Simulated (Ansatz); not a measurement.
# CaSiS3 (model cell, started as cubic perovskite with Si in the octahedra): phonons and vibrational spectra, part 2 of 2

Task: relax CaSiS3 (model cell, started as cubic perovskite with Si in the octahedra), then find its harmonic phonons.

Ansatz 0.2.0; DFT LDA, scalar-relativistic, plane waves, PAW; PAW set soft_1.

So far. Step 4 (Relaxing to small forces for the phonons): The forces vanish by symmetry and the pressure is 0.000 GPa, within the tolerances set. The cell now holds 18.48 Å³/atom. The relaxed cell has a = 4.521 Å (conventional setting).

The structure was built from a prototype and need not be the compound's stable phase.

## 5. Modes at Γ

The zone centre comes first: it holds the modes that light can see, as far as symmetry allows. No field response is asked, since the mesh shows no gap.

Contents of input.yaml:

```yaml
crystal:
  lattice:
    - [4.5206973037, 0.0, 0.0]
    - [0.0, 4.5206973037, 0.0]
    - [0.0, 0.0, 4.5206973037]
  atoms:
    - { symbol: Ca, position: [0.0, 0.0, 0.0] }
    - { symbol: Si, position: [0.5, 0.5, 0.5] }
    - { symbol: S, position: [0.5, 0.5, 0.0] }
    - { symbol: S, position: [0.5, 0.0, 0.5] }
    - { symbol: S, position: [0.0, 0.5, 0.5] }
kpoints:
  mp_grid: { grid: [8, 8, 8] }
hamiltonian:
  xc: lda
  pseudopotentials: { kind: paw, azcp: { folder: soft_1 }, xc_functional: pbe }
scf:
  occupations: { method: methfessel_paxton, width: 0.2 }
output:
  eigenvalues: true
phonons:
  method: dfpt
```

Started as:

```console
> ansatz run input.yaml --threads 4 --pin off --max-ram 16384MiB --backend cpu --events-out ev --progress --plain --runs-dir out
```

Numbers of over 12 decimals in the logs are rounded to 6 here.

The program printed:

```text
zone centre: on kpoints.mp_grid the ground state, and the responses unless they are solved on pairs of k-points, stand on 125 of the mesh's 512 k-points, reduced under 8 symmetry operations, with k and −k counted as one. Each operation leaves every solved displacement unchanged or reverses it
[...]
Crystal: 5 atoms, lattice volume = 92.388 Å³
Basis set: ecut = 420 eV, 1839 PW (Γ), exchange–correlation on 64×64×64 points (8 copies of the dense FFT grid, shifted against one another)
Bands: 21, of which v1, the nominal top of the filled ones, is band 16 counted from 1 (15 counted from 0)
Symmetry: 48 space group operations
k-points: 125 of 512 (irreducible under 8 space group operations)
[...]
SCF iter   1: F=—  HF=-4995.317474 eV  |F-HF|=—  |Δ(HF+E_count)|=         —  Δρ=4.08e-2  dr2=3.31e0  ethr=3.10e-3  ⟨swp⟩=8.4  Hψ=17065  notcnv=0
[...]
SCF iter  10: F=-4994.221552 eV  HF=-4994.221552 eV  |F-HF|=5.46e-12  |Δ(HF+E_count)|=  8.00e-11  S|Δr|=    0.00e0  Δρ=8.15e-8  dr2=5.24e-12  ethr=1.00e-12  ⟨swp⟩=12.1  Hψ=20391  notcnv=0
SCF 1 converged in 10 iterations: F = -4994.221552 eV  dr2 = 5.24e-12
[...]
DFPT response loops at Γ: preconditioner auto → Kerker (q_TF=auto, 2.286 Å⁻¹) (partly filled bands, converged f_vac=0.000); β = 1.00, the filter's whole step (`scf.mixing.beta` (0.50) is not read by the response loops under this deck's `scf.mixing.preconditioner`; to damp them name `kerker` or `kerker_dos`, under which they read `scf.mixing.beta`, and type it under 1.00, their step now; both keys bind the ground state too); Broyden in place of MSR1
SCF converged after 10 iterations
[...]
Free energy (F): -4994.221552 eV
[...]
Internal energy: -4994.212786 eV  (E = F + TS)
E sigma→0 (E₀):  -4994.219361 eV
Entropy (-TS):   -0.008766 eV (-1.753 meV/atom)
Fermi energy:    7.983078 eV
[...]
--- Band table (eV; the first three rows and the last of 125) ---
  k-point 0: bands = [... 12 lower, 6.6783, 6.6783, 7.0479, 7.0479, 7.0479, 10.4999, 10.4999, 10.6296, ... 1 higher]
  k-point 1: bands = [... 12 lower, 6.4747, 6.4747, 6.8306, 6.9429, 6.9429, 10.6390, 10.7066, 10.8455, ... 1 higher]
  k-point 2: bands = [... 12 lower, 5.9770, 6.0324, 6.8090, 6.8090, 6.8581, 10.9259, 10.9818, 11.6029, ... 1 higher]
  k-point 124: bands = [... 12 lower, 6.0445, 8.4758, 8.4758, 8.4758, 10.2653, 10.3830, 10.3830, 10.3830, ... 1 higher]
--- Phonons (Γ-DFPT): 4 representative perturbations + reference, on 125 of 512 k-points (Σ response iterations 12) ---
  k mesh reduced under 8 symmetry operations, with k and −k counted as one. Each operation leaves every solved displacement unchanged or reverses it
  ASR residual: 8.794e-5 → 0.000e0 eV/Å²; symmetrization residual: 6.670e-6 eV/Å²
  ASR residual per site (eV/Å²): 8.79e-5 9.35e-6 2.11e-5 2.11e-5 2.11e-5
  Γ frequencies (cm⁻¹): -131.24 -131.24 -131.24 -77.30 -77.30 -77.30 0.00 0.00 0.00 40.32 40.32 40.32 361.69 361.69 361.69
  non-analytic LO–TO correction: not included (Born effective charges unavailable; polar crystals: no LO–TO splitting at Γ)
```

It took 27 s on 4 threads of Arm Neoverse V1, shared host; peak memory 0.94 GiB; 1.7 min of CPU time.

This step gave:

* sum-rule residual before enforcement: 8.79e-5 eV/Å²
* point group: m-3m
* highest optical mode at the zone centre (no LO-TO term): 361.7 cm⁻¹
* lowest optical zone-centre mode: -131.2 cm⁻¹

Patterns of degenerate modes are one choice out of their space. Modes at Γ, with each element's share of the kinetic energy (negative means imaginary):

| mode | frequency (cm⁻¹) | symmetry | Ca % | Si % | S % |
| --- | --- | --- | --- | --- | --- |
| 1 | -131.2 | T1u | 13 | 35 | 52 |
| 2 | -131.2 | T1u | 13 | 35 | 52 |
| 3 | -131.2 | T1u | 13 | 35 | 52 |
| 4 | -77.3 | T2u | 0 | 0 | 100 |
| 5 | -77.3 | T2u | 0 | 0 | 100 |
| 6 | -77.3 | T2u | 0 | 0 | 100 |
| 7 | 0.0 | acoustic | 24 | 17 | 59 |
| 8 | 0.0 | acoustic | 24 | 17 | 59 |
| 9 | 0.0 | acoustic | 24 | 17 | 59 |
| 10 | 40.3 | T1u | 62 | 29 | 9 |
| 11 | 40.3 | T1u | 62 | 29 | 9 |
| 12 | 40.3 | T1u | 62 | 29 | 9 |
| 13 | 361.7 | T1u | 0 | 19 | 81 |
| 14 | 361.7 | T1u | 0 | 19 | 81 |
| 15 | 361.7 | T1u | 0 | 19 | 81 |

Displacements in mode 3 (-131.2 cm⁻¹), the largest set to 1:
```
Ca1  0.14 -0.26  0.52
Si2  0.27 -0.50  1.00
S3  -0.21  0.41  0.09
S4  -0.21 -0.05 -0.81
S5   0.02  0.41 -0.81
```

Displacements in mode 10 (40.3 cm⁻¹), the largest set to 1:
```
Ca1 -0.02  1.00  0.25
Si2  0.02 -0.82 -0.21
S3   0.00 -0.06 -0.10
S4   0.00 -0.41 -0.02
S5   0.01 -0.06 -0.02
```

Before it was imposed, the acoustic sum rule was missed by 8.8e-5 eV/Å². Small misses are needed for a sound result but don't prove that mesh and cutoff are converged. The lowest optical mode is imaginary, 131.2i cm⁻¹, so the energy falls along it.

## 6. Response at finite wavevector

Stability and thermal properties need the whole zone. Linear response on a 4×4×4 q mesh gives force constants as far as a supercell of that size would.

Edit input.yaml of step 5 so:

```diff
@@ -22 +22,8 @@
   method: dfpt
+  qmesh: [4, 4, 4]
+  temperatures: { t_max: 1000, t_step: 50 }
+  qpath:
+    path:
+      - [[0.0, 0.0, 0.0], [0.0, 0.5, 0.0], [0.5, 0.5, 0.0], [0.0, 0.0, 0.0], [0.5, 0.5, 0.5], [0.0, 0.5, 0.0]]
+      - [[0.5, 0.5, 0.5], [0.5, 0.5, 0.0]]
+    npoints: 10
```

The program printed:

```text
[...]
Crystal: 5 atoms, lattice volume = 92.388 Å³
Basis set: ecut = 420 eV, 1839 PW (Γ), exchange–correlation on 64×64×64 points (8 copies of the dense FFT grid, shifted against one another)
Bands: 21, of which v1, the nominal top of the filled ones, is band 16 counted from 1 (15 counted from 0)
Symmetry: 48 space group operations
k-points: 35 of 512
[...]
SCF iter   1: F=—  HF=-4995.317620 eV  |F-HF|=—  |Δ(HF+E_count)|=         —  Δρ=4.08e-2  dr2=3.31e0  ethr=3.10e-3  ⟨swp⟩=8.1  Hψ=4732  notcnv=0
[...]
SCF iter  10: F=-4994.221552 eV  HF=-4994.221552 eV  |F-HF|=4.55e-12  |Δ(HF+E_count)|=  8.19e-11  S|Δr|=    0.00e0  Δρ=8.28e-8  dr2=5.59e-12  ethr=1.00e-12  ⟨swp⟩=11.7  Hψ=5651  notcnv=0
SCF 1 converged in 10 iterations: F = -4994.221552 eV  dr2 = 5.59e-12
[...]
SCF iter   5: F=-4994.221552 eV  HF=-4994.221552 eV  |F-HF|=4.55e-12  |Δ(HF+E_count)|=  7.28e-12  S|Δr|=    0.00e0  Δρ=1.06e-7  dr2=6.40e-12  ethr=1.00e-12  ⟨swp⟩=4.9  Hψ=2412  notcnv=0
SCF 2 converged in 5 iterations: F = -4994.221552 eV  dr2 = 6.40e-12
phonons: the bands overlap, so this run is a metal and interpolates without the dipole-dipole term. If the crystal is really an insulator or semiconductor, its LO-TO splitting is missing
NSCF: frozen V_eff on 35 k-points
[...]
DFPT response loops at q = (0, 0, 0) (fractional): preconditioner auto → Kerker (q_TF=auto, 2.286 Å⁻¹) (partly filled bands, converged f_vac=0.000); β = 1.00, the filter's whole step (`scf.mixing.beta` (0.50) is not read by the response loops under this deck's `scf.mixing.preconditioner`; to damp them name `kerker` or `kerker_dos`, under which they read `scf.mixing.beta`, and type it under 1.00, their step now; both keys bind the ground state too); Broyden in place of MSR1
[...]
SCF converged after 10 iterations
[...]
Free energy (F): -4994.221552 eV
[...]
Internal energy: -4994.212786 eV  (E = F + TS)
E sigma→0 (E₀):  -4994.219361 eV
Entropy (-TS):   -0.008766 eV (-1.753 meV/atom)
Fermi energy:    7.983078 eV
[...]
--- Band table (eV; the first three rows and the last of 35) ---
  k-point 0: bands = [... 12 lower, 6.6783, 6.6783, 7.0479, 7.0479, 7.0479, 10.4999, 10.4999, 10.6296, ... 1 higher]
  k-point 1: bands = [... 12 lower, 6.4747, 6.4747, 6.8306, 6.9429, 6.9429, 10.6390, 10.7066, 10.8455, ... 1 higher]
  k-point 2: bands = [... 12 lower, 5.9770, 6.0324, 6.8090, 6.8090, 6.8581, 10.9259, 10.9818, 11.6029, ... 1 higher]
  k-point 34: bands = [... 12 lower, 6.0445, 8.4758, 8.4758, 8.4758, 10.2653, 10.3830, 10.3830, 10.3830, ... 1 higher]
--- Phonons (Γ-DFPT): 4 representative perturbations + reference (Σ response iterations 12) ---
  ASR residual: 7.962e-5 → 0.000e0 eV/Å²; symmetrization residual: 6.519e-6 eV/Å²
  ASR residual per site (eV/Å²): 7.96e-5 8.15e-6 2.39e-5 2.39e-5 2.39e-5
[...]
--- Phonons (arbitrary-q DFPT): 10 irreducible q on the 4×4×4 mesh ---
  q = [0.0000, 0.0000, 0.0000] (star 1, of the zone-centre solve; hermiticity 1.18e-6, symmetrization 3.00e-14): -131.24 -131.24 -131.24 -77.30 -77.30 -77.30 -0.00 -0.00 0.00 40.32 40.32 40.32 361.69 361.69 361.69
  q = [0.0000, 0.0000, 0.2500] (star 6, 9 solved perturbations in 1560 linear systems a pass and spin channel, the states on 200 of 512 k-point pairs; hermiticity 1.28e-6, symmetrization 1.74e-13): -125.54 -118.32 -118.32 -98.69 -78.64 -78.64 36.34 36.34 44.41 70.46 70.46 188.36 337.39 356.91 356.91
[...]
q = [0.0000, 0.2500, -0.5000] (star 12, 15 solved perturbations on 200 of 512 k-point pairs; hermiticity 1.06e-6, symmetrization 1.36e-8): -169.41 -134.44 -115.40 -86.93 -81.46 38.98 60.19 61.74 108.80 112.80 225.46 295.38 321.57 349.80 370.39
[...]
sum rule: each row above includes the acoustic sum rule's correction from the zone centre's row sums; it moved no ω² by more than (0.74 cm⁻¹)²
  mesh force constants: q→R imaginary residual 6.41e-19; ASR residual 7.962e-5 → 0.000e0 eV/Å²; symmetrization residual 1.599e-14 eV/Å²
  interpolated dispersion: 62 rows × 15 modes
  density of states and harmonic sums: on the 16×16×16 q-mesh, interpolated from the force constants of a 4×4×4 supercell (no non-analytic term)
  largest difference from the sums on the solved wave vectors: F 4.87e-2 eV, S 5.51e-5 and C_V 9.03e-6 eV/K
  zero-point energy: 0.119301 eV/cell   skipped modes (ω ≤ 0): 903, of them read as no rigid motion or as one in doubt: 900 (5.386e0 modes/cell left out, lowest -181.94 cm⁻¹)   left out of the sums: 3.59e-1 of the cell's modes: C_V's classical limit lies that fraction below 3 k_B per atom; for a crystal, a wire or a layer, F and S can be off by more, and a phonons.interpolated_qmesh denser along its periods is the remedy for the sampling
```

Run time: 11 min. Hardware: 4 threads; peak memory 2.2 GiB; 42 min of CPU time.

Numbers from this step:

```yaml
sum_rule_residual_before_enforcement: 7.96e-5 eV/Å²
lowest_frequency_on_the_path: -181.9 cm⁻¹
highest_frequency_on_the_path_or_at_a_solved_wavevector: 416.4 cm⁻¹
lowest_mode_on_the_q_mesh_acoustic_modes_at_gamma_apart: -181.9 cm⁻¹
```

Frequencies (cm⁻¹) solved at each irreducible wavevector; negative means imaginary. Frequencies by wavevector, by row:

| q in reciprocal lattice units | star | mode 1 | mode 2 | mode 3 | mode 4 | mode 13 | mode 14 | mode 15 |
| --- | --- | --- | --- | --- | --- | --- | --- | --- |
| 0 0 0 | 1 | -131.2 | -131.2 | -131.2 | -77.3 | 361.7 | 361.7 | 361.7 |
| 0 0 0.25 | 6 | -125.5 | -118.3 | -118.3 | -98.7 | 337.4 | 356.9 | 356.9 |
| 0 0 -0.5 | 3 | -124.8 | -103.9 | -95.7 | -95.7 | 326.6 | 354.2 | 354.2 |
| 0 0.25 0.25 | 12 | -160 | -125.7 | -106.4 | -96 | 317.2 | 352.1 | 368.8 |
| 0 0.25 -0.5 | 12 | -169.4 | -134.4 | -115.4 | -86.9 | 321.6 | 349.8 | 370.4 |
| 0 -0.5 -0.5 | 3 | -167 | -143 | -143 | -70.3 | 337.2 | 347.6 | 364.8 |
| 0.25 0.25 0.25 | 8 | -156.8 | -156.8 | -155.7 | -71 | 315.3 | 315.3 | 398.6 |
| 0.25 0.25 -0.5 | 12 | -172 | -169.6 | -154.3 | -67.5 | 309.8 | 335.1 | 403.2 |
| 0.25 -0.5 -0.5 | 6 | -173 | -173 | -172.9 | -57.8 | 349.8 | 349.8 | 407.4 |
| -0.5 -0.5 -0.5 | 1 | -181.9 | -181.9 | -181.9 | -52.5 | 363.7 | 363.7 | 413.3 |

Interpolated from a 4×4×4 q mesh. Phonon branches along the path, in cm⁻¹:

| point | branch 1 | branch 2 | branch 3 | branch 4 | branch 12 | branch 13 | branch 14 | branch 15 |
| --- | --- | --- | --- | --- | --- | --- | --- | --- |
| Γ | -131 | -131 | -131 | -77 | 40 | 362 | 362 | 362 |
| halfway | -126 | -118 | -118 | -99 | 188 | 337 | 357 | 357 |
| X | -125 | -104 | -96 | -96 | 307 | 327 | 354 | 354 |
| halfway | -169 | -134 | -115 | -87 | 295 | 322 | 350 | 370 |
| M | -167 | -143 | -143 | -70 | 337 | 337 | 348 | 365 |
| halfway | -160 | -126 | -106 | -96 | 213 | 317 | 352 | 369 |
| Γ | -131 | -131 | -131 | -77 | 40 | 362 | 362 | 362 |
| halfway | -157 | -157 | -156 | -71 | 236 | 315 | 315 | 399 |
| R | -182 | -182 | -182 | -52 | 364 | 364 | 364 | 413 |
| halfway | -172 | -170 | -154 | -68 | 285 | 310 | 335 | 403 |
| X | -125 | -104 | -96 | -96 | 307 | 327 | 354 | 354 |
| jump to R | -182 | -182 | -182 | -52 | 364 | 364 | 364 | 413 |
| halfway | -173 | -173 | -173 | -58 | 290 | 350 | 350 | 407 |
| M | -167 | -143 | -143 | -70 | 337 | 337 | 348 | 365 |

The phonon density of states has structure finer than the step of the table below, so its rows give means over 20 cm⁻¹, whole bins alone (the curve runs from -182 to 418 cm⁻¹). Peaks (cm⁻¹: height): -172.5: 0.0778, -77.5: 0.0995, 37.5: 0.0769, 277.5: 0.0437, 292.5: 0.03, 317.5: 0.0564.

Tetrahedra on a 16×16×16 mesh, mean over bins of 5 cm-1. Interpolated from a 4×4×4 q mesh. Table of phonon density of states by wavenumber; means over each step:

| wavenumber (cm⁻¹) | phonon density of states (1/cm⁻¹/cell) |
| --- | --- |
| -160 | 0.0441 |
| -140 | 0.0403 |
| -120 | 0.0297 |
| -100 | 0.0202 |
| -80 | 0.0595 |
| -60 | 0.0363 |
| -40 | 0.00531 |
| -20 | 0.00487 |
| 0 | 0.00455 |
| 20 | 0.0183 |
| 40 | 0.0465 |
| 60 | 0.0341 |
| 80 | 0.0343 |
| 100 | 0.0332 |
| 120 | 0.0330 |
| 140 | 0.0210 |
| 160 | 0.00941 |
| 180 | 0.00874 |
| 200 | 0.00865 |
| 220 | 0.00901 |
| 240 | 0.00974 |
| 260 | 0.0139 |
| 280 | 0.0278 |
| 300 | 0.0235 |
| 320 | 0.0450 |
| 340 | 0.0394 |
| 360 | 0.0244 |
| 380 | 0.0202 |
| 400 | 0.0133 |

The partial phonon density of states has structure finer than the step of the table below, so its rows give means over 20 cm⁻¹, whole bins alone (the curve runs from -192 to 439 cm⁻¹). Peaks (cm⁻¹: height): Ca -60.8: 0.0222, 38.3: 0.0525; S -171.8: 0.0605, -76.7: 0.0636, 105.8: 0.0211, 276.3: 0.0284, 347.7: 0.0244; Si -120.3: 0.00312, 117.7: 0.0106, 177.1: 0.00771, 212.8: 0.00884, 323.9: 0.0237.

Phonopy on the run's constants, 13x13x13 mesh, Gaussian sigma 4.5 cm-1. Interpolated from a 4×4×4 q mesh. Table of partial phonon density of states by wavenumber; means over each step; values in 1/cm⁻¹/cell:

| wavenumber (cm⁻¹) | Ca | S | Si |
| --- | --- | --- | --- |
| -180 | 1.1e-4 | 0.0274 | 8.7e-5 |
| -160 | 8.1e-4 | 0.0429 | 5.9e-4 |
| -140 | 0.00216 | 0.0353 | 0.00183 |
| -120 | 0.00181 | 0.0243 | 0.00290 |
| -100 | 0.00128 | 0.0184 | 0.00236 |
| -80 | 0.00946 | 0.0452 | 0.00251 |
| -60 | 0.0187 | 0.0185 | 7.1e-4 |
| -40 | 0.00435 | 0.00261 | 1.3e-4 |
| -20 | 0.00318 | 9.9e-4 | 6.6e-5 |
| 0 | 0.00224 | 3.4e-4 | 5.0e-5 |
| 20 | 0.0149 | 0.00316 | 4.1e-4 |
| 40 | 0.0402 | 0.00683 | 0.00113 |
| 60 | 0.0229 | 0.00876 | 0.00161 |
| 80 | 0.0154 | 0.0155 | 0.00376 |
| 100 | 0.00670 | 0.0192 | 0.00677 |
| 120 | 0.00321 | 0.0206 | 0.00920 |
| 140 | 0.00103 | 0.0131 | 0.00642 |
| 160 | 3.0e-4 | 0.00277 | 0.00702 |
| 180 | 1.2e-4 | 0.00208 | 0.00675 |
| 200 | 1.8e-4 | 0.00199 | 0.00545 |
| 220 | 1.9e-4 | 0.00221 | 0.00722 |
| 240 | 1.0e-4 | 0.00237 | 0.00657 |
| 260 | 2.0e-4 | 0.00641 | 0.00709 |
| 280 | 1.3e-4 | 0.0216 | 0.00768 |
| 300 | 9.2e-5 | 0.0143 | 0.0103 |
| 320 | 1.9e-4 | 0.0205 | 0.0221 |
| 340 | 1.3e-4 | 0.0215 | 0.0163 |
| 360 | 1.3e-5 | 0.0195 | 0.00716 |
| 380 | 0 | 0.0161 | 0.00322 |
| 400 | 0 | 0.0113 | 0.00196 |
| 420 | 0 | 0.00424 | 6.0e-4 |

Symmetry leaves 10 wavevectors to solve. The lowest mode among them, the acoustic zeros apart, lies at q = (-0.5, -0.5, -0.5) and is imaginary, 181.9i cm⁻¹, so the energy falls along it.

## 7. Outcome

* space group after relaxation (within 0.01 Å): Pm-3m
* volume per atom: 18.5 Å³
* electronic character: no gap on this mesh
* highest optical mode at the zone centre (no LO-TO term): 362 cm⁻¹
* lowest optical zone-centre mode: -131 cm⁻¹
* lowest mode on the q mesh (acoustic modes at Γ apart): -182 cm⁻¹
* highest frequency on the path or at a solved wavevector: 416 cm⁻¹
* imaginary modes on the 4×4×4 q mesh: yes

Modes are clearly imaginary (beyond 10i cm⁻¹) at 10 of the 10 irreducible wavevectors, most at q = (-0.5, -0.5, -0.5) (181.9i cm⁻¹), so this structure is not a minimum of the energy. The optical modes at Γ span -131 to 362 cm⁻¹ (negative means imaginary). The highest mode in this list at Γ, 361.7 cm⁻¹, is mostly motion of S (81 % of the kinetic energy). With no gap, or one that is small against the smearing, the frequencies hang on the k mesh and the smearing, most of all near Kohn anomalies. The PAW files were made for PBE and serve the other functionals too. A phonon run warned that its eigensolver left some bands unconverged in a pass. The starting cell was built on a prototype and not taken from a measurement, so the phase need not exist. These are harmonic frequencies at zero temperature: anharmonic shifts, linewidths and thermal expansion are left out.

[Logs are printed without paths, hosts, clocks, repeated set-up lines and the standing remarks that a program may print on its own settings, such as how far it seeks lower states.]

[Hosts, paths, dates, database ids (printed as entryN), source tags and the programs' standing remarks are cut or masked in the printed files.]
